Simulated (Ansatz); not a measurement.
An input for Ansatz 0.2.0 (GeH5CBr3N2 (CH(NH2)2GeBr3)):

The structure was built from a prototype and need not be the compound's stable phase.

```yaml
crystal:
  lattice:
    - [5.9417565989, -0.0551884511, 0.4964359377]
    - [-0.0551884511, 5.8619710545, 0.0465831515]
    - [0.4964359377, 0.0465831515, 5.9399761237]
  atoms:
    - { symbol: C, position: [-0.0277864689, 0.9342290028, 0.028094965] }
    - { symbol: H, position: [-0.0930231544, 0.7675167529, 0.094931968] }
    - { symbol: "N", position: [0.8799000862, 0.0262781902, 0.8644693122] }
    - { symbol: "N", position: [0.1371778016, 0.0285304112, 0.1172269404] }
    - { symbol: H, position: [0.7538193666, 0.9416171918, -0.1987364375] }
    - { symbol: H, position: [0.202875516, 0.9459863878, 0.2427322448] }
    - { symbol: H, position: [0.9344465668, 0.1797635521, 0.7876829357] }
    - { symbol: H, position: [0.2123803387, 0.1824108012, 1.061338748] }
    - { symbol: Ge, position: [0.4743475668, 0.527988309, 0.5245814029] }
    - { symbol: Br, position: [0.4689318564, 0.5108296657, -0.048604875] }
    - { symbol: Br, position: [0.5079560114, -0.0380692697, 0.4913735585] }
    - { symbol: Br, position: [0.0478425875, 0.5081694063, 0.5319723493] }
kpoints:
  mp_grid: { grid: [4, 4, 4] }
hamiltonian:
  xc: pbe
scf:
  occupations: { method: fixed }
gw:
  n_empty_bands: 216
  ecut_chi: 60
  qp_bands: [v4, c4]
  qp_kpoints: band_edges
  screening: { model: contour_deformation }
```

```sh
ansatz run input.yaml --threads 3 --pin off --max-ram 92160MiB --backend cuda --events-out ev --progress --plain --runs-dir out --devices 1 --max-vram 13GiB  # rebuilt from the run's record
```

Estimate wall time and host memory on 1 × NVIDIA H100 80GB HBM3 (shared by 6 runs) with 3 threads of AMD EPYC 7R13 (Zen 3), shared host.

It took 55 s; on shared hardware allow 28 s to 1.8 min. Peak host memory was 2.0 GiB. The sizes that set the cost: 3999 plane waves a state, 36 irreducible k points, 243 bands summed, 223 plane waves in the screening and 7 SCF cycles.

The screening grows as filled bands × empty bands × pairs of k points, times the square of the screening basis for the matrix.

[Paths, hosts, dates, memory and timing lines, banners, echoed tables and standing remarks are left out of the program output.]

[Logs are printed without paths, hosts, clocks, repeated set-up lines and the standing remarks that a program may print on its own settings, such as how far it seeks lower states.]

[Runs of the session that timed out or met a known fault of the program may be left out.]

[Cells called generated may have been cut or substituted from an entry of the Crystallography Open Database or the Materials Project.]

[Hosts, paths, dates, database ids (printed as entryN), source tags and the programs' standing remarks are cut or masked in the printed files.]
